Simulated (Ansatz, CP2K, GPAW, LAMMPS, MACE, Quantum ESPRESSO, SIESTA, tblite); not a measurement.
## CP2K on liquid Zn38Se23S15 at 2640 K (76 atoms): settings against a plane-wave reference

Wanted: CP2K inputs and outputs for liquid Zn38Se23S15 at 2640 K (76 atoms), checked against a plane-wave reference.

Program: CP2K 2026.2. Level of theory: the method is named at each step. Results are calculated unless marked as measured.

## Step 1: Starting point

The cell holds 76 atoms: 38 Zn, 23 Se and 15 S. Cell: a = 11.922 Å, b = 11.922 Å, c = 11.922 Å, α = 90.0°, β = 90.0°, γ = 90.0°. 76 atoms (38 Zn, 23 Se, 15 S) placed at random at 4.69 g/cm³, melted at 2640 K for 10 ps at fixed volume with the Stillinger-Weber II-VI potential (Zhou et al., Phys. Rev. B 88, 085309 (2013)). Snapshot at the end of a hold of 5 ps at 2640 K and fixed volume.

The yardstick, on the same geometry:

```
method                 : Kohn-Sham DFT, PBE, SSSP efficiency 1.3.0 pseudopotentials, plane waves (Quantum ESPRESSO 7.5); sssp-pbe-1.3.0-efficiency, cutoffs 45/360 Ry, Γ point
r.m.s. force component : 0.7065 eV/Å
longest force          : 3.132 eV/Å
pressure               : -2.14 GPa
time                   : 8.1 min on 4 MPI ranks of Arm Neoverse V2, shared host
CPU time               : 32 min
```

## Step 2: PBE, DZVP-MOLOPT-SR, 800/50 Ry, diagonalisation

Method: Kohn-Sham DFT, PBE, GTH-PBE pseudopotentials, Gaussian and plane waves, DZVP-MOLOPT-SR-GTH, diagonalisation.

Input file input.inp:

```
&GLOBAL
  PROJECT cell
  RUN_TYPE ENERGY_FORCE
  PRINT_LEVEL LOW
&END GLOBAL
&FORCE_EVAL
  METHOD QS
  STRESS_TENSOR ANALYTICAL
  &DFT
    BASIS_SET_FILE_NAME BASIS_MOLOPT
    POTENTIAL_FILE_NAME GTH_POTENTIALS
    &MGRID
      CUTOFF 800
      REL_CUTOFF 50
      NGRIDS 5
    &END MGRID
    &QS
      EPS_DEFAULT 1.0E-12
    &END QS
    &SCF
      SCF_GUESS ATOMIC
      EPS_SCF 5.0E-06
      MAX_SCF 200
      ADDED_MOS 14
      &DIAGONALIZATION
        ALGORITHM STANDARD
      &END DIAGONALIZATION
      &SMEAR ON
        METHOD FERMI_DIRAC
        ELECTRONIC_TEMPERATURE [K] 580
      &END SMEAR
      &MIXING
        METHOD BROYDEN_MIXING
        ALPHA 0.3
        NBROYDEN 12
      &END MIXING
      &PRINT
        &RESTART OFF
        &END RESTART
      &END PRINT
    &END SCF
    &XC
      &XC_FUNCTIONAL PBE
      &END XC_FUNCTIONAL
    &END XC
    &PRINT
      &MULLIKEN ON
      &END MULLIKEN
      &HIRSHFELD ON
        SHAPE_FUNCTION DENSITY
      &END HIRSHFELD
      &MO ON
        EIGENVALUES T
        OCCUPATION_NUMBERS T
        MO_INDEX_RANGE 331 354
        &EACH
          QS_SCF 0
        &END EACH
        ADD_LAST NUMERIC
      &END MO
    &END PRINT
  &END DFT
  &SUBSYS
    &CELL
      A 11.92180 0.00000 0.00000
      B 0.00000 11.92180 0.00000
      C 0.00000 0.00000 11.92180
    &END CELL
    &COORD
      SCALED
      Zn 0.34853 0.01565 0.18227
      Zn 0.10537 0.28323 0.57893
      Zn 0.88272 0.07008 0.88003
      Zn 0.32808 0.93937 0.82776
      Zn 0.95216 0.67827 0.95956
      Zn 0.57639 0.85533 0.25030
      Zn 0.00575 0.66255 0.71944
      Zn 0.52943 0.12135 0.60104
      Zn 0.21066 0.74516 0.46345
      Zn 0.33267 0.51003 0.79861
      Zn 0.52257 0.17112 0.28391
      Zn 0.04913 0.07847 0.36262
      Zn 0.17123 0.52525 0.52550
      Zn 0.95604 0.48697 0.29695
      Zn 0.92593 0.70033 0.36169
      Zn 0.36981 0.60592 0.31885
      Zn 0.74927 0.63786 0.04100
      Zn 0.67701 0.99349 0.94644
      Zn 0.83586 0.52208 0.62608
      Zn 0.94166 0.25347 0.45783
      Zn 0.61202 0.61379 0.24160
      Zn 0.75321 0.00098 0.26176
      Zn 0.96720 0.02476 0.10587
      Zn 0.58517 0.70031 0.89921
      Zn 0.94405 0.49519 0.86348
      Zn 0.58630 0.33082 0.72892
      Zn 0.16750 0.39995 0.10570
      Zn 0.51207 0.36601 0.18026
      Zn 0.50033 0.84474 0.58913
      Zn 0.32888 0.20436 0.97201
      Zn 0.17278 0.76818 0.06670
      Zn 0.65389 0.38866 0.43009
      Zn 0.59581 0.61585 0.64832
      Zn 0.34109 0.31669 0.63453
      Zn 0.26860 0.03469 0.46208
      Zn 0.77425 0.87365 0.63641
      Zn 0.07601 0.95433 0.85374
      Zn 0.76120 0.31830 0.96175
      Se 0.23998 0.95732 0.03028
      Se 0.14326 0.44712 0.74832
      Se 0.75299 0.85750 0.10117
      Se 0.04631 0.14167 0.72670
      Se 0.98879 0.80267 0.15260
      Se 0.86921 0.01987 0.47807
      Se 0.52062 0.52546 0.01555
      Se 0.47004 0.99734 0.39337
      Se 0.72461 0.56590 0.81339
      Se 0.33403 0.12474 0.69500
      Se 0.73298 0.45264 0.23551
      Se 0.07729 0.18201 0.99227
      Se 0.81039 0.29983 0.77155
      Se 0.65607 0.14584 0.13555
      Se 0.17279 0.91383 0.29393
      Se 0.97925 0.43926 0.06460
      Se 0.66919 0.07281 0.74932
      Se 0.18391 0.73099 0.81587
[... 16 atom lines left out ...]
      S 0.96344 0.45726 0.49183
      S 0.42430 0.77664 0.17237
      S 0.28900 0.87466 0.63995
      S 0.31915 0.23300 0.19279
    &END COORD
    &KIND Zn
      BASIS_SET DZVP-MOLOPT-SR-GTH-q12
      POTENTIAL GTH-PBE-q12
    &END KIND
    &KIND Se
      BASIS_SET DZVP-MOLOPT-SR-GTH-q6
      POTENTIAL GTH-PBE-q6
    &END KIND
    &KIND S
      BASIS_SET DZVP-MOLOPT-SR-GTH-q6
      POTENTIAL GTH-PBE-q6
    &END KIND
  &END SUBSYS
  &PRINT
    &FORCES ON
    &END FORCES
    &STRESS_TENSOR ON
    &END STRESS_TENSOR
  &END PRINT
&END FORCE_EVAL
```

Command:

```sh
> OMP_NUM_THREADS=2 cp2k.psmp -i input.inp > output.txt
```

Numbers of over 12 decimals in the logs are rounded to 6 here.

What it wrote:

```text
CP2K| version string:                                       CP2K version 2026.2
 CP2K| Input file name                                                 input.inp
 GLOBAL| Basis set file name                                        BASIS_MOLOPT
 GLOBAL| Potential file name                                      GTH_POTENTIALS
 GLOBAL| Run type                                                   ENERGY_FORCE
 GLOBAL| Total number of message passing processes                             1
 GLOBAL| Number of threads for this process                                    2
 TOTAL NUMBERS AND MAXIMUM NUMBERS
  Total number of            - Atomic kinds:                                   3
                             - Atoms:                                         76
                             - Shell sets:                                    76
                             - Shells:                                       456
                             - Primitive Cartesian functions:                380
                             - Cartesian basis functions:                   1672
                             - Spherical basis functions:                   1444
  Maximum angular momentum of- Orbital basis functions:                        3
                             - Local part of the GTH pseudopotential:          0
                             - Non-local part of the GTH pseudopotential:      4
 SCF PARAMETERS         Density guess:                                    ATOMIC
                        max_scf:                                             200
                        eps_scf:                                        5.00E-06
                        added MOs                                        14    0
                        Mixing method:                            BROYDEN_MIXING
                                                charge density mixing in g-space
                        Smear method:                                FERMI_DIRAC
                        Electronic temperature [K]:                        580.0
                        Electronic temperature [a.u.]:                  1.84E-03
                        Accuracy threshold:                             1.00E-10
 Extrapolation method: initial_guess
 Number of electrons:                                                        684
 Number of occupied orbitals:                                                342
 Number of molecular orbitals:                                               356
 Number of orbital functions:                                               1444
 Number of independent orbital functions:                                   1444
 SCF WAVEFUNCTION OPTIMIZATION
  Step     Update method      Time    Convergence         Total energy    Change
 *** the last MO => Add more MOs for proper smearing.                   ***
     1 NoMix/Diag. 0.30E+00    7.0     1.61163352     -2673.2211253909 -2.67E+03
 *** the last MO => Add more MOs for proper smearing.                   ***
     2 Broy./Diag. 0.30E+00    9.3     0.50242476     -2668.4086976797  4.81E+00
 *** the last MO => Add more MOs for proper smearing.                   ***
     3 Broy./Diag. 0.30E+00    9.4     0.25866131     -2669.7374315962 -1.33E+00
[...]
4 Broy./Diag. 0.30E+00    9.5     0.19627294     -2670.6173067295 -8.80E-01
[...]
*** the last MO => Add more MOs for proper smearing.                   ***
    16 Broy./Diag. 0.30E+00   10.5     0.00000629     -2670.0007708813  8.81E-05
 *** the last MO => Add more MOs for proper smearing.                   ***
    17 Broy./Diag. 0.30E+00   10.5     0.00000299     -2670.0007929903 -2.21E-05
  *** SCF run converged in    17 steps ***
  Electronic density on regular grids:       -683.9999999997        0.0000000003
  Core density on regular grids:              683.9999999991       -0.0000000009
  Total charge density on r-space grids:       -0.0000000006
  Total charge density g-space grids:          -0.0000000006
  Overlap energy of the core charge distribution:               2.42978e-07
  Self energy of the core charge distribution:              -3847.393673
  Core Hamiltonian energy:                                   1148.654739
  Hartree energy:                                             450.920468
  Exchange-correlation energy:                               -422.172623
  Electronic entropic energy:                                  -0.0097045
  Fermi energy:                                                 0.136143
  Total energy:                                             -2670.000793
  Total energy (extrapolated to T->0):                      -2669.995941
 MO| EIGENVALUES AND OCCUPATION NUMBERS
 MO|
 MO|  Index      Eigenvalue [a.u.]        Eigenvalue [eV]             Occupation
 MO|    331               0.109096               2.968666               1.999999
 MO|    332               0.113899               3.099356               1.999989
 MO|    333               0.116986               3.183362               1.999941
[...]
MO|    353               0.161401               4.391945               0.000002
 MO|    354               0.163361               4.445276               0.000001
 MO| Sum:                                                             684.000000
 MO| E(Fermi):            0.136143 a.u.          3.704652 eV
 !-----------------------------------------------------------------------------!
                     Mulliken Population Analysis
 #  Atom  Element  Kind  Atomic population                           Net charge
       1     Zn       1         12.036326                             -0.036326
       2     Zn       1         12.032723                             -0.032723
       3     Zn       1         11.972728                              0.027272
[...]
75     S        3          5.937971                              0.062029
      76     S        3          5.963578                              0.036422
 # Total charge                            684.000000                 -0.000000
 !-----------------------------------------------------------------------------!
 !-----------------------------------------------------------------------------!
                           Hirshfeld Charges
  #Atom  Element  Kind  Ref Charge     Population                    Net charge
      1       Zn     1      12.000         11.735                         0.265
      2       Zn     1      12.000         11.821                         0.179
      3       Zn     1      12.000         11.853                         0.147
[...]
75       S      3       6.000          6.210                        -0.210
     76       S      3       6.000          6.254                        -0.254
  Total Charge                                                            0.000
 !-----------------------------------------------------------------------------!
 ENERGY| Total FORCE_EVAL ( QS ) energy [hartree]          -2670.000779
 FORCES| Atomic forces [hartree/bohr]
 FORCES|   Atom     x               y               z               |f|
 FORCES|      1 -6.15826963E-04  5.96850303E-03  2.03267249E-02   2.11938203E-02
 FORCES|      2  1.73721594E-02  9.52862498E-04  1.40173722E-03   1.74546479E-02
 FORCES|      3 -1.50618172E-03  3.60472085E-03 -2.59358970E-03   4.68927535E-03
[...]
FORCES|     75  1.80001429E-02 -6.81270046E-03 -2.09130618E-02   2.84213685E-02
 FORCES|     76  2.19817117E-02 -1.10670342E-02 -2.18951498E-02   3.29404383E-02
 FORCES| Sum     1.15921334E-03 -2.75042690E-03 -3.58471636E-03
 FORCES| Total atomic force                                       4.66463451E-03
 STRESS| Analytical stress tensor [bar]
 STRESS|                        x                   y                   z
 STRESS|      x       -6.79528436510E+03  -1.66514366564E+03   2.48744409437E+03
 STRESS|      y       -1.66514366564E+03  -1.13363531218E+04   2.19799692250E+03
 STRESS|      z        2.48744409437E+03   2.19799692250E+03  -2.65756217121E+04
 STRESS| 1/3 Trace                                            -1.49024197330E+04
```

It took 3.4 min on 2 threads of Arm Neoverse V2, shared host; peak memory 8.1 GiB.

Banners, paths, timers and routine set-up lines are dropped from the logs unmarked, and long logs keep their key lines alone; longer cuts are marked.

Numbers from this run, and their distance from the reference:

```
r.m.s. force component                  : 0.7289 eV/Å
r.m.s. difference of force components   : 40.42 meV/Å
longest difference of force vectors     : 181.9 meV/Å
force difference over r.m.s. force      : 5.721 %
slope of forces against the reference's : 1.03
correlation of force components         : 0.9989
pressure                                : -1.49 GPa
pressure difference                     : 0.6501 GPa
```

Length of the force difference by element (eV/Å):

| element | atoms | mean | most |
| --- | --- | --- | --- |
| S | 15 | 0.064 | 0.16 |
| Se | 23 | 0.053 | 0.13 |
| Zn | 38 | 0.065 | 0.18 |

The surroundings of S62, which bears the longest force, nearest first, numbered as they follow in the input and with coordinates relative to it.

| atom | x | y | z | distance (Å) | bonds | Hirshfeld charge (e) | Fx | Fy | Fz (eV/Å) |
| --- | --- | --- | --- | --- | --- | --- | --- | --- | --- |
| S62 | 0.00 | 0.00 | 0.00 | 0.00 | 4 | -0.24 | -0.54 | 0.65 | -3.14 |
| Zn24 | -0.27 | -1.29 | 1.68 | 2.13 | 3 | 0.26 | -0.63 | -0.81 | 1.53 |
| Zn29 | -1.29 | 0.44 | -2.02 | 2.43 | 5 | 0.25 | -1.03 | 0.01 | 0.46 |
| Zn36 | 1.98 | 0.78 | -1.45 | 2.58 | 5 | 0.25 | 0.42 | 1.87 | 1.91 |
| Zn33 | -0.15 | -2.29 | -1.31 | 2.65 | 6 | 0.22 | 0.05 | 0.23 | 0.21 |
| S69 | -1.79 | 1.39 | 2.21 | 3.16 | 2 | -0.27 | 2.18 | -0.42 | 1.73 |
| Se55 | 0.73 | 3.15 | -0.11 | 3.24 | 4 | -0.23 | 0.58 | -0.24 | 0.08 |
| Zn18 | 0.82 | 2.21 | 2.24 | 3.25 | 4 | 0.23 | -0.67 | -0.09 | 0.20 |
| Se47 | 1.39 | -2.89 | 0.66 | 3.27 | 5 | -0.23 | 0.08 | -0.87 | 0.11 |
| S63 | 3.35 | 0.16 | 0.46 | 3.38 | 4 | -0.30 | 0.65 | 0.45 | 0.14 |

Forces lie 5.7 % from the reference's, at 0.19 times its CPU time (on 2 against 4 cores).

## Step 3: PBE, DZVP-MOLOPT-SR, 560/50 Ry, diagonalisation

Method: Kohn-Sham DFT, PBE, GTH-PBE pseudopotentials, Gaussian and plane waves, DZVP-MOLOPT-SR-GTH, diagonalisation.

Changes to input.inp since step 2:

```diff
@@ -12,5 +12,4 @@
     &MGRID
-      CUTOFF 800
+      CUTOFF 560
       REL_CUTOFF 50
-      NGRIDS 5
     &END MGRID
@@ -69,4 +68,27 @@
     &COORD
-      SCALED
-[... 76 atom lines left out: the same atoms as in the first run ...]
+      Zn 4.15510 0.18658 2.17299
+      Zn 1.25620 3.37661 6.90189
+      Zn 10.52361 0.83548 10.49154
+      Zn 3.91130 11.19898 9.86839
+      Zn 11.35146 8.08620 11.43968
+      Zn 6.87161 10.19707 2.98403
+      Zn 0.06855 7.89879 8.57702
+      Zn 6.31176 1.44671 7.16548
+      Zn 2.51145 8.88365 5.52516
+      Zn 3.96603 6.08048 9.52087
+      Zn 6.22998 2.04006 3.38472
+      Zn 0.58572 0.93550 4.32308
+      Zn 2.04137 6.26193 6.26491
+      Zn 11.39772 5.80556 3.54018
+      Zn 11.03875 8.34919 4.31200
+      Zn 4.40880 7.22366 3.80127
+      Zn 8.93265 7.60444 0.48879
+      Zn 8.07118 11.84419 11.28327
+      Zn 9.96496 6.22413 7.46400
+      Zn 11.22628 3.02182 5.45816
+[... 52 atom lines left out ...]
+      S 11.48594 5.45136 5.86350
+      S 5.05842 9.25895 2.05496
+      S 3.44540 10.42752 7.62936
+      S 3.80484 2.77778 2.29840
     &END COORD
```

Command:

```sh
> OMP_NUM_THREADS=1 mpirun -np 4 cp2k.psmp -i input.inp > output.txt
```

What it wrote:

```text
CP2K| version string:                                       CP2K version 2026.2
 CP2K| Input file name                                                 input.inp
 GLOBAL| Basis set file name                                        BASIS_MOLOPT
 GLOBAL| Potential file name                                      GTH_POTENTIALS
 GLOBAL| Run type                                                   ENERGY_FORCE
 GLOBAL| Total number of message passing processes                             4
 GLOBAL| Number of threads for this process                                    1
[... lines left out ...]
                        Smear method:                                FERMI_DIRAC
[... lines left out ...]
 Number of electrons:                                                        684
[... lines left out ...]
  Step     Update method      Time    Convergence         Total energy    Change
[... lines left out ...]
  *** SCF run converged in    17 steps ***
[... lines left out ...]
  Fermi energy:                                                 0.136144
  Total energy:                                             -2670.000356
  Total energy (extrapolated to T->0):                      -2669.995504
[... lines left out ...]
 MO| E(Fermi):            0.136144 a.u.          3.704666 eV
[... lines left out ...]
     76       S      3       6.000          6.254                        -0.254
  Total Charge                                                            0.000
 !-----------------------------------------------------------------------------!
 ENERGY| Total FORCE_EVAL ( QS ) energy [hartree]          -2670.000342
 FORCES| Atomic forces [hartree/bohr]
 FORCES|   Atom     x               y               z               |f|
 FORCES|      1 -1.34390491E-03  5.15937589E-03  1.95336976E-02   2.02482241E-02
 FORCES|      2  1.62545592E-02  1.49176341E-03  3.13429635E-03   1.66210670E-02
 FORCES|      3 -2.95121267E-03  3.26876344E-03 -1.43411823E-03   4.63154032E-03
[...]
FORCES|     75  1.80004889E-02 -6.81248483E-03 -2.09123444E-02   2.84210080E-02
 FORCES|     76  2.19823340E-02 -1.10673861E-02 -2.18953506E-02   3.29411054E-02
 FORCES| Sum     1.75000362E-03 -2.05051905E-03  1.01568864E-02
 FORCES| Total atomic force                                       1.05085433E-02
 STRESS| Analytical stress tensor [bar]
 STRESS|                        x                   y                   z
 STRESS|      x       -6.82161811907E+03  -1.66321382786E+03   2.48662478384E+03
 STRESS|      y       -1.66321382786E+03  -1.14401462839E+04   2.19907115609E+03
 STRESS|      z        2.48662478384E+03   2.19907115609E+03  -2.65599763021E+04
 STRESS| 1/3 Trace                                            -1.49405802350E+04
```

Elapsed: 95 s, on 4 MPI ranks; peak memory 7.1 GiB.

Compared with the plane-wave run:

```yaml
r_m_s_force_component: 0.7293 eV/Å
r_m_s_difference_of_force_components: 48.39 meV/Å
longest_difference_of_force_vectors: 208.6 meV/Å
force_difference_over_r_m_s_force: 6.849 %
slope_of_forces_against_the_reference_s: 1.03
correlation_of_force_components: 0.9982
pressure: -1.494 GPa
pressure_difference: 0.6462 GPa
energy_less_the_same_level_run_s: 0.1564 meV/atom
r_m_s_force_difference_from_the_same_level_run: 38.41 meV/Å
```

Against the first run (5.7 %), the force difference from the reference is 6.8 %, at 1.0 times the CPU time (on 4 against 2 cores): the grid matters here.

The forces add up to 0.54 eV/Å instead of zero, usually a sign of too coarse a grid.

(Continued in part 2 of 2.)

[Also dropped from logs without a mark: logging warnings of Python, and SIESTA's first energy breakdown and zero terms.]

[Logs are printed without paths, hosts, clocks, repeated set-up lines and the standing remarks that a program may print on its own settings, such as how far it seeks lower states.]

[Hosts, paths, dates, database ids (printed as entryN), source tags and the programs' standing remarks are cut or masked in the printed files.]
